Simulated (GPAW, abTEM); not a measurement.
# PtSe2 monolayer, As on a Se site: the scripts behind a bonding study

Short scripts, each with its output. The sheet lies in the middle of a cell with vacuum above and below.

## 1. Build the all-electron density and subtract free atoms

```text
cell
1.0
    11.250000000    0.000000000    0.000000000
     0.000000000   12.990381057    0.000000000
     0.000000000    0.000000000   11.820000000
Pt Se As
12 23 1
Direct
0.999572626 0.999778918 0.499735475
0.165836520 0.249887400 0.500242617
0.000149158 0.499906760 0.500636810
0.166782269 0.750360702 0.501149515
0.333378066 0.001174194 0.499624555
0.499938123 0.250335151 0.500152208
0.332970677 0.499649077 0.501149917
0.499904831 0.752277310 0.502233981
0.666302802 0.000968759 0.499217493
0.833894077 0.249884982 0.500167442
0.667148204 0.499448956 0.500907509
0.832866652 0.750226837 0.500569713
0.166309266 0.082612006 0.611032245
0.999979679 0.166474886 0.389481847
0.999899015 0.333118656 0.610957127
0.160581367 0.413734296 0.385174992
0.166189227 0.583291123 0.612355988
0.000087913 0.666926609 0.390379933
0.999606242 0.832991720 0.610239040
0.167014665 0.917011346 0.389463182
0.500089697 0.083395108 0.610643746
0.332796486 0.168394467 0.389005363
0.332185989 0.332391308 0.610765444
0.500091640 0.418253951 0.392027693
0.334996829 0.667193492 0.392956535
0.333045667 0.834979045 0.611743646
0.499556073 0.924014103 0.385067931
0.832906513 0.082459597 0.611046077
0.666773647 0.168373537 0.389046054
0.667585753 0.332595875 0.611062173
0.839786070 0.413911891 0.385025863
0.833617459 0.583163931 0.611941366
0.664543559 0.666791154 0.392635974
0.666861966 0.834830693 0.611404538
0.832805397 0.917146398 0.389111756
0.500228469 0.583175537 0.604303189
```

```python
import numpy as np
from ase.io import read
from ase.units import Bohr
from gpaw import GPAW, PW, FermiDirac
from gpaw.calculator import GPAW as OldGPAW
from gpaw.mpi import serial_comm, world
from scipy.special import erfc
from scipy.spatial import cKDTree

atoms = read("cell.vasp")
atoms.set_initial_magnetic_moments([0.1, 0.1, 0.1, 0.1, 0.1, 0.1, 0.1, 0.1, 0.1, 0.1, 0.1, 0.1, 0.1, 0.1, 0.1, 0.1, 0.1, 0.1, 0.1, 0.1, 0.1, 0.1, 0.1, 0.1, 0.1, 0.1, 0.1, 0.1, 0.1, 0.1, 0.1, 0.1, 0.1, 0.1, 0.1, 0.1])
atoms.calc = GPAW(mode=PW(500), xc="PBE", kpts={"size": (1, 1, 1), "gamma": True},
                 occupations=FermiDirac(0.05), maxiter=160, symmetry={"tolerance": 1e-5}, txt="scf.txt")
atoms.get_potential_energy()
rho = atoms.calc.get_all_electron_density(gridrefinement=2)
moments = atoms.get_magnetic_moments() if atoms.calc.get_number_of_spins() == 2 else np.zeros(len(atoms))
total = atoms.get_magnetic_moment() if moments.any() else 0.0
if world.rank == 0:
    free = OldGPAW(mode=PW(500), xc="PBE", txt=None, communicator=serial_comm)
    neutral = atoms.copy()
    neutral.set_initial_magnetic_moments(None)
    free.initialize(neutral)
    free.set_positions(neutral)
    drho = rho - free.get_all_electron_density(gridrefinement=2)
    # GPAW starts from confined atoms: exchange their smooth part for that of the datasets' free atoms
    h = np.stack(np.meshgrid(*[np.fft.fftfreq(n, 1 / n) for n in drho.shape], indexing="ij"), -1)
    gabs = np.linalg.norm(h @ atoms.cell.reciprocal(), axis=-1)
    tails = np.fft.fftn(free.get_pseudo_density(gridrefinement=2))
    g, form, v0 = np.linspace(0, gabs.max(), 1500), {}, 0
    for e in set(atoms.symbols):
        idx = atoms.symbols.search(e)
        d = free.setups[idx[0]].data
        r, w = d.rgd.r_g * Bohr, d.rgd.r_g**2 * d.rgd.dr_g
        j0 = np.sinc(2 * g[:, None] * r)
        smooth = sum(f * p**2 for f, p in zip(d.f_j, d.phit_jg)) + np.sqrt(4 * np.pi) * d.nct_g
        full = sum(f * p**2 for f, p in zip(d.f_j, d.phi_jg)) + np.sqrt(4 * np.pi) * d.nc_g
        phase = sum(np.exp(-2j * np.pi * h @ s) for s in atoms.get_scaled_positions()[idx])
        tails -= np.interp(gabs, g, j0 @ (smooth * w)) * phase * drho.size / atoms.get_volume()
        form[e] = j0 @ (full * w)
        v0 += 2 * np.pi / 3 * 14.3996 * (full * w * r**2).sum() * len(idx)  # V A^3
    tails *= 0.5 * erfc((gabs - 1.8) / 0.25)  # the tails differ at long wavelengths alone
    drho += np.fft.ifftn(tails).real  # crystal minus superposed spherical free atoms
    np.save("drho.npy", drho)
    dv = atoms.get_volume() / drho.size
    print("grid", drho.shape, " electrons %.3f" % (rho.sum() * dv), " moved by bonding %.3f e" % (abs(drho).sum() * dv / 2))
    pts = np.indices(drho.shape).reshape(3, -1).T / drho.shape @ atoms.cell
    shifts = (np.indices((3, 3, 3)).reshape(3, -1).T - 1) @ atoms.cell
    images = (atoms.positions[None] + shifts[:, None]).reshape(-1, 3)
    dist, idx = cKDTree(images).query(pts, k=4)
    out = drho.ravel()[dist[:, 0] > 0.5]
    print("deformation density beyond 0.5 A of the nuclei: max %.3f, min %.3f e/A^3" % (out.max(), out.min()))
    tie = dist < dist[:, :1] + 1e-4
    q = -np.bincount((idx % len(atoms))[tie], (drho.ravel()[:, None] / tie.sum(1, keepdims=True) * tie)[tie], len(atoms)) * dv
    print("atom        x       y       z   Voronoi charge  moment")
    for a, s, c, m in zip(atoms, atoms.get_scaled_positions(), q, moments):
        print("%-2s%-3d %7.4f %7.4f %7.4f %10.3f %10.2f" % (a.symbol, a.index + 1, *s, c, m))
    np.savez("free.npz", g=g, **form)
    print("mean inner potential of superposed free atoms %.3f V" % (v0 / atoms.get_volume()))
    print("total magnetic moment %.3f muB" % total)
```

```console
$ OMP_NUM_THREADS=1 mpirun -n 4 gpaw python run.py > gpaw.log
```

```text
grid (120, 140, 126)  electrons 1751.000  moved by bonding 9.186 e
deformation density beyond 0.5 A of the nuclei: max 0.305, min -0.753 e/A^3
atom        x       y       z   Voronoi charge  moment
Pt1    0.9996  0.9998  0.4997      0.090      -0.00
Pt2    0.1658  0.2499  0.5002      0.095      -0.00
Pt3    0.0001  0.4999  0.5006      0.097      -0.00
Pt4    0.1668  0.7504  0.5011      0.092      -0.00
Pt5    0.3334  0.0012  0.4996      0.094       0.00
Pt6    0.4999  0.2503  0.5002      0.090      -0.00
Pt7    0.3330  0.4996  0.5011      0.065       0.00
Pt8    0.4999  0.7523  0.5022      0.067       0.00
Pt9    0.6663  0.0010  0.4992      0.094       0.00
Pt10   0.8339  0.2499  0.5002      0.094      -0.00
Pt11   0.6671  0.4994  0.5009      0.065       0.00
Pt12   0.8329  0.7502  0.5006      0.092      -0.00
Se13   0.1663  0.0826  0.6110     -0.049       0.00
Se14   1.0000  0.1665  0.3895     -0.037       0.00
Se15   0.9999  0.3331  0.6110     -0.041       0.00
Se16   0.1606  0.4137  0.3852     -0.077       0.00
Se17   0.1662  0.5833  0.6124     -0.049       0.00
Se18   0.0001  0.6669  0.3904     -0.039       0.00
Se19   0.9996  0.8330  0.6102     -0.042       0.00
Se20   0.1670  0.9170  0.3895     -0.043       0.00
Se21   0.5001  0.0834  0.6106     -0.039       0.00
Se22   0.3328  0.1684  0.3890     -0.041       0.00
Se23   0.3322  0.3324  0.6108     -0.043       0.00
Se24   0.5001  0.4183  0.3920     -0.028       0.00
Se25   0.3350  0.6672  0.3930     -0.036       0.00
Se26   0.3330  0.8350  0.6117     -0.042       0.00
Se27   0.4996  0.9240  0.3851     -0.065       0.00
Se28   0.8329  0.0825  0.6110     -0.049       0.00
Se29   0.6668  0.1684  0.3890     -0.040       0.00
Se30   0.6676  0.3326  0.6111     -0.041       0.00
Se31   0.8398  0.4139  0.3850     -0.075       0.00
Se32   0.8336  0.5832  0.6119     -0.050       0.00
Se33   0.6645  0.6668  0.3926     -0.035       0.00
Se34   0.6669  0.8348  0.6114     -0.043       0.00
Se35   0.8328  0.9171  0.3891     -0.044       0.00
As36   0.5002  0.5832  0.6043      0.014       0.00
mean inner potential of superposed free atoms 8.423 V
total magnetic moment 0.010 muB
```

Time: 9.5 min on 4 cores of Arm Neoverse N1 (shared host), peak memory 2.8 GiB.

## 2. Scan a probe

```python
import abtem
import numpy as np
from ase.build import make_supercell
from ase.io import read

abtem.config.set({"dask.lazy": False, "fft": "fftw", "diagnostics.progress_bar": False})
M = [[1, 0, 0], [0, 1, 0], [0, 0, 1]]  # rows: x, y and beam direction in the primitive cell's axes
unit = make_supercell(read("cell.vasp"), M)
unit.set_cell(list(unit.cell.lengths()) + [90, 90, 90], scale_atoms=True)
unit.positions[:, 2] += 0.1447  # keeps atomic planes off the slice boundaries
unit.wrap()
slab = unit * (2, 1, 1)
print(slab.get_chemical_formula(), "| box %.2f x %.2f x %.2f A" % tuple(slab.cell.lengths()))

# change of the potential by bonding, from the DFT deformation density (Poisson's equation term by term)
drho = np.load("drho.npy")
prim = read("cell.vasp")
h = np.stack(np.meshgrid(*[np.fft.fftfreq(n, 1 / n) for n in drho.shape], indexing="ij"), -1).reshape(-1, 3).astype(int)
g2 = ((h @ prim.cell.reciprocal()) ** 2).sum(1)
keep = (g2 > 0) & (g2 < 2.5**2)
shape = (81, 93, 72)
vg = np.zeros(shape, complex)
hm = h[keep] @ np.array(M).T
move = np.exp(-2j * np.pi * hm[:, 2] * (0.1447 / unit.cell[2, 2] - 0.5 / shape[2]))  # the same shift, sampled at mid-points
vg[tuple(hm.T % np.array(shape)[:, None])] = -14.3996 / np.pi * (np.fft.fftn(drho).ravel() / drho.size)[keep] / g2[keep] * move
dV = np.fft.ifftn(vg).real * vg.size
dV -= dV[:, :, 0].mean()  # zero in the vacuum
dV = dV.reshape(81, 93, 12, 6).mean(3) * unit.cell[2, 2] / 12  # V A, projected in each slice
dV = np.tile(dV.transpose(2, 0, 1), (1, 2, 1))


def build(atoms):
    p = abtem.Potential(atoms, gpts=(162, 93), slice_thickness=[slab.cell[2, 2] / 12] * 12,
                        parametrization="lobato", projection="finite", exit_planes=6).build()
    p.array[:] += BONDING * dV
    return p


def potentials():
    yield build(slab)  # atoms at rest


for label, BONDING in (("IAM", 0.0), ("DFT", 1.0)):
    print("=====", label)
    potential = build(slab)
    print("grid", potential.gpts, "slices", potential.num_slices)
    thickness = potential.exit_thicknesses
    probe = abtem.Probe(energy=80000, semiangle_cutoff=25, defocus=5.9)
    probe.grid.match(potential)
    print("wavelength %.5f A, largest angle on the grid %.0f mrad" % (probe.wavelength, min(probe.cutoff_angles)))
    detectors = {"ABF": (12, 25), "BF": (0, 12), "LAADF": (30, 80)}  # mrad
    columns = [  # name, x, y (A)
        ("As", 5.628, 7.576),
        ("Se_1st", 5.626, 5.433),
        ("Se_2nd", 9.378, 7.576),
        ("Pt_3rd", 5.624, 3.252),
        ("Pt_far", 11.245, 12.988),
        ("Se_far", 11.250, 2.163),
        ("void", 3.094, 3.248),
    ]
    scan = abtem.GridScan(start=(0.0000, 0.0000), end=(11.2500, 12.9904), gpts=(28, 33), endpoint=False)
    dets = [abtem.AnnularDetector(*v) for v in detectors.values()] + [abtem.PixelatedDetector(max_angle=38)]
    runs = [probe.scan(p, scan=scan, detectors=dets, max_batch=32) for p in potentials()]
    out = [sum(x[1:], x[0]) / len(x) for x in zip(*runs)]
    images = dict(zip(detectors, out))
    images["iCOM"] = out[-1].center_of_mass().integrate_gradient()
    np.save(label + "_pacbed.npy", out[-1].array.mean(axis=(1, 2)))
    print("PACBED pixel %.3f x %.3f mrad" % out[-1].angular_sampling)
    for name, im in images.items():
        im = im.interpolate(sampling=0.1, boundary="periodic").gaussian_filter(0.35)
        np.save(label + "_" + name + ".npy", im.array)
        print(name, "signal at the columns" + (", fraction of the beam" if name in detectors else ""))
        print("  t (A)     mean" + "".join("%10s" % c[0][:9] for c in columns))
        for t, a in list(zip(thickness, im.array))[1:]:
            at = [a[round((x - 0.0000) / im.sampling[0]) % a.shape[0], round((y - 0.0000) / im.sampling[1]) % a.shape[1]] for _, x, y in columns]
            print("%7.1f %8.5f" % (t, a.mean()) + "".join("%10.5f" % v for v in at))
```

```console
$ python run.py
```

```text
As2Pt24Se46 | box 22.50 x 12.99 x 11.82 A
===== IAM
grid (162, 93) slices 12
wavelength 0.04176 A, largest angle on the grid 100 mrad
PACBED pixel 1.856 x 3.214 mrad
ABF signal at the columns, fraction of the beam
  t (A)     mean        As    Se_1st    Se_2nd    Pt_3rd    Pt_far    Se_far      void
    5.9  0.75439   0.75635   0.74028   0.75643   0.75552   0.75547   0.74026   0.75556
   11.8  0.74328   0.73749   0.73828   0.73655   0.70301   0.70926   0.73833   0.74922
BF signal at the columns, fraction of the beam
  t (A)     mean        As    Se_1st    Se_2nd    Pt_3rd    Pt_far    Se_far      void
    5.9  0.23474   0.23622   0.22672   0.23616   0.23505   0.23502   0.22668   0.23592
   11.8  0.23140   0.23078   0.22748   0.23046   0.21333   0.21602   0.22744   0.23512
LAADF signal at the columns, fraction of the beam
  t (A)     mean        As    Se_1st    Se_2nd    Pt_3rd    Pt_far    Se_far      void
    5.9  0.00298   0.00050   0.01867   0.00048   0.00212   0.00218   0.01862   0.00129
   11.8  0.01336   0.01866   0.02006   0.01955   0.05569   0.04894   0.02000   0.00653
iCOM signal at the columns
  t (A)     mean        As    Se_1st    Se_2nd    Pt_3rd    Pt_far    Se_far      void
    5.9  0.00752   0.00283   0.02126   0.00272   0.01036   0.01053   0.02132   0.00561
   11.8  0.00752   0.01391   0.01453   0.01432   0.02422   0.02406   0.01471   0.00319
===== DFT
grid (162, 93) slices 12
wavelength 0.04176 A, largest angle on the grid 100 mrad
PACBED pixel 1.856 x 3.214 mrad
ABF signal at the columns, fraction of the beam
  t (A)     mean        As    Se_1st    Se_2nd    Pt_3rd    Pt_far    Se_far      void
    5.9  0.75440   0.75637   0.74030   0.75645   0.75551   0.75546   0.74028   0.75556
   11.8  0.74322   0.73742   0.73822   0.73654   0.70281   0.70905   0.73827   0.74917
BF signal at the columns, fraction of the beam
  t (A)     mean        As    Se_1st    Se_2nd    Pt_3rd    Pt_far    Se_far      void
    5.9  0.23474   0.23621   0.22672   0.23615   0.23503   0.23501   0.22669   0.23592
   11.8  0.23139   0.23074   0.22750   0.23044   0.21329   0.21598   0.22746   0.23511
LAADF signal at the columns, fraction of the beam
  t (A)     mean        As    Se_1st    Se_2nd    Pt_3rd    Pt_far    Se_far      void
    5.9  0.00298   0.00050   0.01866   0.00048   0.00212   0.00219   0.01861   0.00129
   11.8  0.01341   0.01873   0.02010   0.01958   0.05580   0.04905   0.02003   0.00657
iCOM signal at the columns
  t (A)     mean        As    Se_1st    Se_2nd    Pt_3rd    Pt_far    Se_far      void
    5.9  0.00765   0.00307   0.02130   0.00294   0.01064   0.01082   0.02133   0.00575
   11.8  0.00765   0.01408   0.01465   0.01435   0.02470   0.02454   0.01479   0.00331
```

Time: 40 s on 1 core of Arm Neoverse N1 (shared host), peak memory 0.82 GiB.

[Outputs are excerpts: Python notices, other lines and further rows are left out; steps that failed or that the build refused (PBEsol, TPSS) are not shown.]

[Logs are printed without paths, hosts, clocks, repeated set-up lines and the standing remarks that a program may print on its own settings, such as how far it seeks lower states.]
